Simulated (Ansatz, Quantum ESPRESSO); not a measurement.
# CsH (Fm-3m): the LO frequency by hand

Wanted: the LO mode of CsH (Fm-3m) from the TO mode and the field response.

Method: DFT LDA, scalar-relativistic, plane waves, PseudoDojo norm-conserving pseudopotentials, in Quantum ESPRESSO 8.0 development, patched.

The database entry behind the starting cell differs from later determinations by our own check (0.1 to 0.3 % short, probably kX units), so it need not match the best structure at ambient conditions.

## (1) The relaxed structure

The structure is cubic, space group Fm-3m (No. 225). Conventional cell: a = 6.094 Å, b = 6.094 Å, c = 6.094 Å, α = 90.00°, β = 90.00°, γ = 90.00°. Nearest to Cs lie 6 H at 3.05 Å. Nearest to H lie 6 Cs at 3.05 Å. Farther neighbours are not listed.

Coordinates:

```cif
data_structure
_symmetry_space_group_name_H-M 'Fm-3m'
_symmetry_Int_Tables_number 225
_cell_length_a 6.0943
_cell_length_b 6.0943
_cell_length_c 6.0943
_cell_angle_alpha 90.000
_cell_angle_beta 90.000
_cell_angle_gamma 90.000
_cell_volume 226.34
loop_
_atom_site_label
_atom_site_type_symbol
_atom_site_symmetry_multiplicity
_atom_site_Wyckoff_symbol
_atom_site_fract_x
_atom_site_fract_y
_atom_site_fract_z
_atom_site_occupancy
Cs1 Cs 4 a 0.00000 0.00000 0.00000 1
H1 H 4 b 0.00000 0.50000 0.00000 1
```

This is the cell after its relaxation at this level of theory, not the database cell from which that began.

## (2) What the response run gave

A linear-response run on the relaxed cell, with the response to an electric field; only its zone-centre results are used. Cutoff 74 Ry, k mesh 6×6×6.

Log:

```text
[banners, grids, parts of the stress and lines that vanish by symmetry left out]
Program PHONON v.8.0dev
     Dynamical matrices for q-points given in input
     (   1q-points):
[...]
Exchange-correlation= PW
                           (   1   4   0   0   0   0   0)
[...]
kinetic-energy cut-off    =      74.0000  Ry
     charge density cut-off    =     296.0000  Ry
     convergence threshold     =      1.0E-18
[...]
Exchange-correlation= PW
                           (   1   4   0   0   0   0   0)
[...]
q = (   0.0000000   0.0000000   0.0000000 )
     49 Sym.Ops. (with q -> -q+G )
     G cutoff =  994.4283  (  32743 G-vectors)     FFT grid: ( 45, 45, 45)
     number of k points=    16
[...]
Mode symmetry, O_h (m-3m)  point group:
[...]
Dielectric constant
[...]
End of electric fields calculation
          Dielectric constant in cartesian axis
          (       3.644714668       0.000000000       0.000000000 )
          (       0.000000000       3.644714668      -0.000000000 )
          (       0.000000000      -0.000000000       3.644714668 )
          Effective charges (d Force / dE) in cartesian axis without acoustic sum rule applied (asr)
           atom    1  Cs    Mean Z*:        1.15493
      Ex  (        1.15493       -0.00000       -0.00000 )
      Ey  (       -0.00000        1.15493        0.00000 )
      Ez  (       -0.00000        0.00000        1.15493 )
           atom    2  H     Mean Z*:       -1.15913
      Ex  (       -1.15913       -0.00000       -0.00000 )
      Ey  (       -0.00000       -1.15913        0.00000 )
      Ez  (       -0.00000        0.00000       -1.15913 )
          Effective charges Sum: Mean:       -0.00419
[...]
Effective charges (d Force / dE) in cartesian axis with asr applied:
           atom    1  Cs    Mean Z*:        1.15703
[...]
atom    2  H     Mean Z*:       -1.15703
[...]
Dielectric constant from finite-differences
          (       3.644972673      -0.000000000       0.000000000 )
          (      -0.000000000       3.644972673       0.000000000 )
          (       0.000000000       0.000000000       3.644972673 )
[...]
(      -0.000000000      -0.000000000       0.000000000 )
          (      -0.000000000      -0.000000000       0.000000000 )
          (      -0.000000000      -0.000000000      -0.000000000 )
          (       0.000000000       0.000000000       0.000000000 )
          (       0.000000000       0.000000000       0.000000000 )
          (       0.000000000       0.000000000       0.000000000 )
          (       0.000000000       0.000000000      -0.000000000 )
          (       0.000000000       0.000000000      -0.000000000 )
[...]
(      -0.000000000      -0.000000000       0.000000000 )
          (       0.000000000       0.000000000       0.000000000 )
          (      -0.000000000      -0.000000000      -0.000000000 )
          (      -0.000000000      -0.000000000       0.000000000 )
          (      -0.000000000       0.000000000      -0.000000000 )
[...]
Representation #   1 modes #   1   2   3
[...]
End of self-consistent calculation
     Convergence has been achieved
     Representation #   2 modes #   4   5   6
[...]
End of self-consistent calculation
     Convergence has been achieved
[...]
Dielectric constant in cartesian axis
          (       3.644714668       0.000000000       0.000000000 )
          (       0.000000000       3.644714668      -0.000000000 )
          (       0.000000000      -0.000000000       3.644714668 )
          Effective charges (d Force / dE) in cartesian axis without acoustic sum rule applied (asr)
           atom    1  Cs    Mean Z*:        1.15493
      Ex  (        1.15493       -0.00000       -0.00000 )
      Ey  (       -0.00000        1.15493        0.00000 )
      Ez  (       -0.00000        0.00000        1.15493 )
           atom    2  H     Mean Z*:       -1.15913
      Ex  (       -1.15913       -0.00000       -0.00000 )
      Ey  (       -0.00000       -1.15913        0.00000 )
      Ez  (       -0.00000        0.00000       -1.15913 )
          Effective charges Sum: Mean:       -0.00419
[...]
Effective charges (d Force / dE) in cartesian axis with asr applied:
           atom    1  Cs    Mean Z*:        1.15703
[...]
atom    2  H     Mean Z*:       -1.15703
[...]
q = (    0.000000000   0.000000000   0.000000000 )
[...]
freq (    1) =       0.019462 [THz] =       0.649197 [cm-1]
     freq (    2) =       0.019462 [THz] =       0.649197 [cm-1]
     freq (    3) =       0.019462 [THz] =       0.649197 [cm-1]
     freq (    4) =      13.556977 [THz] =     452.212063 [cm-1]
     freq (    5) =      13.556977 [THz] =     452.212063 [cm-1]
     freq (    6) =      13.556977 [THz] =     452.212063 [cm-1]
[...]
Mode symmetry, O_h (m-3m)  point group:
     freq (   1-   3) =          0.6  [cm-1]   --> T_1u G_15  G_4- I
     freq (   4-   6) =        452.2  [cm-1]   --> T_1u G_15  G_4- I

   JOB DONE.
```

```
                       quantity    value
             cell volume Ω (Å³)   56.586
                 mass of Cs (u)  132.905
                  mass of H (u)    1.008
     Born charge of Cs, raw (e)    1.155
      Born charge of H, raw (e)   -1.159
                             ε∞    3.645
ω(TO) after the sum rule (cm⁻¹)    452.2
```

## (3) The calculation

The charges must sum to zero over the cell; taking off their mean, -0.002 e, leaves Z* = 1.157 e on Cs. In the polar mode Cs moves against H, so the reduced mass is μ = 132.91 × 1.01 / 133.91 = 1.000 u.

A longitudinal wave builds up a field that adds to the restoring force: ω(LO)² = ω(TO)² + 4π Z*² / (μ Ω ε∞), in Hartree atomic units. With μ = 1824 electron masses and Ω = 381.86 bohr³ the second term is 6.6279e-06 Ha², or 319258 cm⁻² (1 Ha = 219474.6 cm⁻¹).

So ω(LO) = √(204494 + 319258) = 723.7 cm⁻¹, and by the Lyddane-Sachs-Teller relation ε₀ = ε∞ (ω(LO)/ω(TO))² = 9.33.

## (4) Check against the program

The analysis program adds the same non-analytic term to the full matrix, here for q along (1 0 0).

Log:

```text
[banner, memory and clock lines left out]
Program DYNMAT v.8.0dev

     Reading Dynamical Matrix from file g.dyn
     ...Force constants read
     ...epsilon and Z* read
     ...Raman cross sections read

     Polarizability (A^3 units)
     multiply by 0.531471 for Clausius-Mossotti correction (not under assume_isolated = 'mt')
        11.908981    0.000000    0.000000
         0.000000   11.908981   -0.000000
         0.000000   -0.000000   11.908981

     IR activities are in (D/A)^2/amu units

# mode   [cm-1]    [THz]      IR
    1     -0.00   -0.0000    0.0000
    2      0.00    0.0000    0.0000
    3      0.00    0.0000    0.0000
    4    452.21   13.5568   30.8729
    5    452.21   13.5568   30.8729
    6    723.72   21.6965   30.8729
```

ε₀ comes from the program's run without a direction of q.

```
    quantity  by hand  program
ω(LO) (cm⁻¹)    723.7    723.7
          ε₀     9.33     9.34
```

## (5) Outcome

| Item | Value |
| --- | --- |
| TO mode | 452.2 cm⁻¹ |
| LO mode | 723.7 cm⁻¹ |
| static dielectric constant | 9.335 |

In words: The LO mode of CsH (Fm-3m) lies at 724 cm⁻¹, 272 cm⁻¹ above the TO mode; the formula meets the program within 0.1 cm⁻¹, as it must for a cubic crystal with one polar mode. ω(LO)² − ω(TO)² goes with Z*²/ε∞: an error of 5 % in ε∞ would move the LO mode by 10.6 cm⁻¹, and semilocal functionals tend to overestimate ε∞. These are harmonic values at zero temperature, at the volume of this functional, for the structure held cubic; stability elsewhere in the zone is no part of this calculation.

[Host names and launcher messages were left out of these logs when they were recorded.]

[Logs are printed without paths, hosts, clocks, repeated set-up lines and the standing remarks that a program may print on its own settings, such as how far it seeks lower states.]

[Hosts, paths, dates, database ids (printed as entryN), source tags and the programs' standing remarks are cut or masked in the printed files.]
